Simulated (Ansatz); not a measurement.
# La2O3 (P-3m1): modes against uniaxial strain along c, part 2 of 2

Wanted: the shifts of the zone-centre modes of La2O3 (P-3m1) with strain.

Ansatz 0.2.0; DFT LDA, scalar-relativistic, plane waves, PAW; PAW set soft_1.

So far, highest optical mode at the zone centre (no LO-TO term) (cm⁻¹): step 4 (zone-centre response at rest) 447; step 6 (strain 4 %) 438.

## (7) Relaxation of a member: uniaxial strain of -4 % along c

The cell takes a uniaxial strain of -4 % along c. The strained length and the angles are held, while the rest of the cell and the atoms relax.

input.yaml

```yaml
crystal:
  lattice:
    - [3.9137841977, 0.0, 0.0]
    - [-1.9568920988, 3.3894365401, 0.0]
    - [0.0, 0.0, 5.7126957996]
  atoms:
    - { symbol: O, position: [0.6666666795, 0.3333333205, 0.3491517995] }
    - { symbol: O, position: [0.3333333205, 0.6666666795, 0.6508482005] }
    - { symbol: O, position: [0.0, 0.0, 0.0] }
    - { symbol: La, position: [0.6666666646, 0.3333333354, 0.7589377264] }
    - { symbol: La, position: [0.3333333354, 0.6666666646, 0.2410622736] }
kpoints:
  mp_grid: { grid: [9, 9, 4] }
hamiltonian:
  xc: lda
  pseudopotentials: { kind: paw, azcp: { folder: soft_1 }, xc_functional: pbe }
scf:
  occupations: { method: fixed }
output:
  forces: true
  stress: true
  eigenvalues: true
relax:
  adjacent_minimum: "off"
  f_tol: 0.001
  max_steps: 60
  cell: { stress_tol: 0.01, fix: [c, angles] }
```

On the command line:

```
ansatz run input.yaml --threads 8 --pin off --max-ram 16384MiB --backend cpu --events-out ev --progress --plain --runs-dir out
```

Wall time 14 s (8 threads of Arm Neoverse V2, shared host); peak memory 0.55 GiB.

Step by step:

| step | energy less that of the first step (eV) | largest force component (eV/Å) | pressure (GPa) | volume (Å³) |
| --- | --- | --- | --- | --- |
| 1 | 0.0000 | 0.1537 | 2.33 | 75.78 |
| 2 | 0.0028 | 0.2169 | -0.11 | 76.63 |
| 3 | -0.0017 | 0.0384 | 1.20 | 76.20 |
| 4 | -0.0018 | 0.0220 | 1.13 | 76.19 |
| 5 | -0.0019 | 0.0013 | 1.15 | 76.19 |
| 6 | -0.0018 | 0.0000 | 1.15 | 76.19 |
| 7* | -0.0029 | 0.0001 | 1.17 | 76.19 |
| 8 | -0.0028 | 0.0000 | 1.15 | 76.20 |
| 9* | -0.0029 | 0.0000 | 1.15 | 76.20 |

Relaxation steps marked * repeat the geometry before them on a plane-wave basis chosen anew for their cell, so energy and pressure can jump there. Relaxation step 2 was tried and not accepted.

| conventional cell, symmetrised | before | after | change |
| --- | --- | --- | --- |
| a (Å) | 3.914 | 3.925 | +0.3 % |
| b (Å) | 3.914 | 3.925 | +0.3 % |
| c (Å) | 5.713 | 5.713 | +0.0 % |
| volume (Å³/atom) | 15.16 | 15.24 | +0.6 % |

The relaxed structure:

```xyz
5
Lattice="3.9246 0.0000 0.0000 -1.9623 3.3988 0.0000 0.0000 0.0000 5.7127" Properties=species:S:1:pos:R:3 pbc="T T T"
O     1.9623    1.1329    1.9853
O     0.0000    2.2659    3.7274
O     0.0000    0.0000    0.0000
La    1.9623    1.1329    4.3417
La    0.0000    2.2659    1.3710
```

Numbers from this step:

```
pressure          : 1.148 GPa
gap on the k-mesh : 3.602 eV
volume per atom   : 15.24 Å³
```

The largest force component left is 0.020 meV/Å.

## (8) Modes of this member: uniaxial strain of -4 % along c

The zone-centre modes follow for uniaxial strain of -4 % along c, with the response to a field.

input.yaml, the sections that differ from step 7:

```yaml
crystal:
  lattice:
    - [3.9246158566, 0.0, 0.0]
    - [-1.9623079283, 3.3988170319, 0.0]
    - [0.0, 0.0, 5.7126957996]
  atoms:
    - { symbol: O, position: [0.6666666808, 0.3333333192, 0.3475200028] }
    - { symbol: O, position: [0.3333333192, 0.6666666808, 0.6524799972] }
    - { symbol: O, position: [0.0, 0.0, 0.0] }
    - { symbol: La, position: [0.6666666646, 0.3333333354, 0.7600080783] }
    - { symbol: La, position: [0.3333333354, 0.6666666646, 0.2399919217] }
output:
  eigenvalues: true
phonons:
  method: dfpt
  dielectric: true
  rigid_motions: translations
# kpoints, hamiltonian, scf: as in step 7
# relax: removed
```

It took 54 s on 8 threads; peak memory 1.2 GiB; 6.5 min of CPU time.

This step gave:

* sum-rule residual before enforcement: 6.34e-5 eV/Å²
* miss of the charge sum rule: 0.002023 e
* estimated error of the dielectric tensor: 0.01284
* estimated error of the Born charges: 0.01521 e
* highest optical mode at the zone centre (no LO-TO term): 451.2 cm⁻¹
* lowest optical zone-centre mode: 112.9 cm⁻¹
* mean high-frequency dielectric constant: 4.989
* largest Born charge (third of the trace): 4.139 e
* mean static dielectric constant: 23.65
* top of the zone-centre spectrum with the field: 561.1 cm⁻¹

Without the LO-TO term. Patterns of degenerate modes are one choice out of their space. Modes at Γ, with each element's share of the kinetic energy:

| mode | frequency (cm⁻¹) | symmetry | O % | La % |
| --- | --- | --- | --- | --- |
| 1 | 0.0 | acoustic | 15 | 85 |
| 2 | 0.0 | acoustic | 15 | 85 |
| 3 | 0.0 | acoustic | 15 | 85 |
| 4 | 112.9 | Eg | 2 | 98 |
| 5 | 112.9 | Eg | 2 | 98 |
| 6 | 210.2 | A1g | 3 | 97 |
| 7 | 219.4 | not assigned | 87 | 13 |
| 8 | 219.4 | not assigned | 90 | 10 |
| 9 | 219.4 | not assigned | 90 | 10 |
| 10 | 380.6 | Eu | 95 | 5 |
| 11 | 380.6 | Eu | 95 | 5 |
| 12 | 395.2 | A1g | 97 | 3 |
| 13 | 402.6 | Eg | 98 | 2 |
| 14 | 402.6 | Eg | 98 | 2 |
| 15 | 451.2 | A2u | 99 | 1 |

Displacements in mode 4 (112.9 cm⁻¹), the largest set to 1:
```
O1   0.00 -0.43  0.00
O2   0.00  0.43  0.00
O3   0.00  0.00  0.00
La4  0.00  1.00  0.00
La5  0.00 -1.00  0.00
```

Displacements in mode 10 (380.6 cm⁻¹), the largest set to 1:
```
O1   0.03  1.00  0.00
O2   0.03  1.00  0.00
O3  -0.02 -0.59  0.00
La4  0.00 -0.08  0.00
La5  0.00 -0.08  0.00
```

Transverse modes. Infrared lines, with heights relative to the strongest:

| position (cm⁻¹) | lines merged | relative intensity |
| --- | --- | --- |
| 113 | 1 | 0.0 |
| 210 | 1 | 0.0 |
| 219 | 2 | 100 |
| 381 | 1 | 29 |
| 395 | 1 | 0.0 |
| 403 | 1 | 0.0 |
| 451 | 1 | 4.8 |

Without the LO-TO term the lowest optical mode is real, 113 cm⁻¹, and the highest lies at 451.2 cm⁻¹.

## (9) All members side by side

The members are set side by side, also those not shown above.

Stress is positive in compression; energies are extrapolated to zero smearing, and E0 is that at rest; the axis is the direction of the strain; the edges not held and the atoms are relaxed in each cell. State of the crystal along the series:

| strain (%) | stress along the axis (GPa) | free strain along a (%) | free strain along b (%) | E - E0 (meV/atom) | gap on mesh (eV) | ε∞ along the axis | ε∞ across the axis, mean | ε0 along the axis | ε0 across the axis, mean | largest Born charge in size, a third of the trace (e) | top mode with the field, highest of q along x, y and z (cm⁻¹) |
| --- | --- | --- | --- | --- | --- | --- | --- | --- | --- | --- | --- |
| -4 | 3.441 | 1.069 | 1.069 | 6.901 | 3.602 | 5.007 | 4.98 | 23.72 | 23.61 | 4.139 | 561.1 |
| -3 | 2.611 | 0.79 | 0.79 | 3.91 | 3.643 | 4.976 | 4.962 | 23.93 | 23.61 | 4.13 | 561.7 |
| -2 | 1.764 | 0.5191 | 0.5191 | 1.75 | 3.682 | 4.943 | 4.945 | 24.2 | 23.67 | 4.122 | 562.3 |
| -1 | 0.8935 | 0.256 | 0.256 | 0.4317 | 3.722 | 4.91 | 4.931 | 24.53 | 23.8 | 4.115 | 562.7 |
| 0 | -0.001945 | 0 | 0 | 0 | 3.761 | 4.876 | 4.919 | 24.93 | 24 | 4.108 | 563.1 |
| 1 | -0.9195 | -0.2486 | -0.2486 | 0.4642 | 3.788 | 4.842 | 4.908 | 25.42 | 24.27 | 4.102 | 563.3 |
| 2 | -1.863 | -0.4903 | -0.4903 | 1.816 | 3.801 | 4.808 | 4.899 | 25.99 | 24.61 | 4.096 | 563.5 |
| 3 | -2.83 | -0.7258 | -0.7258 | 4.071 | 3.778 | 4.774 | 4.892 | 26.66 | 25.02 | 4.091 | 563.7 |
| 4 | -3.813 | -0.9543 | -0.9543 | 7.217 | 3.751 | 4.741 | 4.886 | 27.43 | 25.51 | 4.087 | 563.8 |

Without the LO-TO term; optical modes are counted from below at rest and tracked from member to member by their patterns, and modes that stay within 0.3 cm⁻¹ of each other stand once; labels, where given, are those at rest; the edges not held and the atoms are relaxed in each cell. Optical modes along the series:

| strain (%) | optical mode 1 Eg (cm⁻¹) | optical mode 2 A1g (cm⁻¹) | optical mode 3 Eu (cm⁻¹) | optical mode 4 A2u (cm⁻¹) | optical mode 5 Eu (cm⁻¹) | optical mode 6 A1g (cm⁻¹) | optical mode 7 Eg (cm⁻¹) | optical mode 8 A2u (cm⁻¹) |
| --- | --- | --- | --- | --- | --- | --- | --- | --- |
| -4 | 112.9 | 210.2 | 219.4 | 219.4 | 380.6 | 395.2 | 402.6 | 451.2 |
| -3 | 111.7 | 207.9 | 216.1 | 216.8 | 379.2 | 395.8 | 404.3 | 450.8 |
| -2 | 110.5 | 205.3 | 212.4 | 213.9 | 377.8 | 396.3 | 405.7 | 450 |
| -1 | 109.2 | 202.6 | 208.2 | 210.7 | 376.5 | 396.6 | 406.9 | 448.9 |
| 0 | 107.9 | 199.7 | 203.8 | 207.2 | 375.3 | 396.9 | 407.8 | 447.4 |
| 1 | 106.6 | 196.6 | 199.1 | 203.4 | 374.2 | 397.1 | 408.6 | 445.5 |
| 2 | 105.2 | 193.2 | 194.1 | 199.4 | 373.1 | 397.2 | 409.1 | 443.3 |
| 3 | 103.8 | 189.5 | 189 | 195.1 | 372.1 | 397.2 | 409.3 | 440.8 |
| 4 | 102.3 | 185.5 | 183.6 | 190.5 | 371.1 | 397.2 | 409.4 | 437.9 |

Value and slope at zero strain of a cubic (a lower polynomial where under five rows exist) through the rows within 2 % of rest. Slopes at rest:

| mode | frequency (cm⁻¹) | shift per percent of strain (cm⁻¹) | shift per GPa of compressive stress (cm⁻¹) |
| --- | --- | --- | --- |
| optical mode 1 Eg | 107.9 | -1.32 | 1.46 |
| optical mode 2 A1g | 199.7 | -3.03 | 3.35 |
| optical mode 3 Eu | 203.8 | -4.59 | 5.07 |
| optical mode 4 A2u | 207.2 | -3.63 | 4 |
| optical mode 5 Eu | 375.3 | -1.18 | 1.3 |
| optical mode 6 A1g | 396.9 | 0.23 | -0.26 |
| optical mode 7 Eg | 407.8 | 0.86 | -0.95 |
| optical mode 8 A2u | 447.4 | -1.69 | 1.87 |

## (10) Results

```json
{
  "members": "9",
  "highest optical mode at the zone centre (no LO-TO term), at rest": "447.4 cm⁻¹",
  "Young’s modulus along c": "90.7 GPa",
  "optical mode 5 Eu, shift per percent": "-1.18 cm⁻¹",
  "optical mode 6 A1g, shift per percent": "0.23 cm⁻¹",
  "optical mode 7 Eg, shift per percent": "0.86 cm⁻¹",
  "optical mode 8 A2u, shift per percent": "-1.69 cm⁻¹"
}
```

**Reading.** The stress changes by 0.91 GPa for each percent, a Young’s modulus of 91 GPa along c. For each percent the free edge responds with -0.25 %. Within 2 % of rest optical mode 7 Eg bends away from a straight line, so a single slope holds only near rest. The fastest shift in the table of slopes is -4.6 cm⁻¹ for each percent (optical mode 3 Eu), or 5.1 cm⁻¹ for each GPa of compressive stress. For small strain, the measured shift of a line that Raman or infrared light can see, divided by its slope, estimates the stress, if the state of stress is of this kind. For infrared-active modes these slopes hold for the transverse lines; longitudinal ones carry the field and shift otherwise. These are harmonic frequencies at zero temperature: anharmonic shifts, linewidths and thermal expansion are left out. Spin-orbit coupling is left out, which can matter for the heavy elements here. The PAW files were made for PBE; the program adapts parts of them to the functional of the run, but their partial waves stay those of PBE, an approximation that was not tested in this session. Only the zone centre was solved, so an instability at another wavevector cannot show here.

[Logs are printed without paths, hosts, clocks, repeated set-up lines and the standing remarks that a program may print on its own settings, such as how far it seeks lower states.]

[Hosts, paths, dates, database ids (printed as entryN), source tags and the programs' standing remarks are cut or masked in the printed files.]
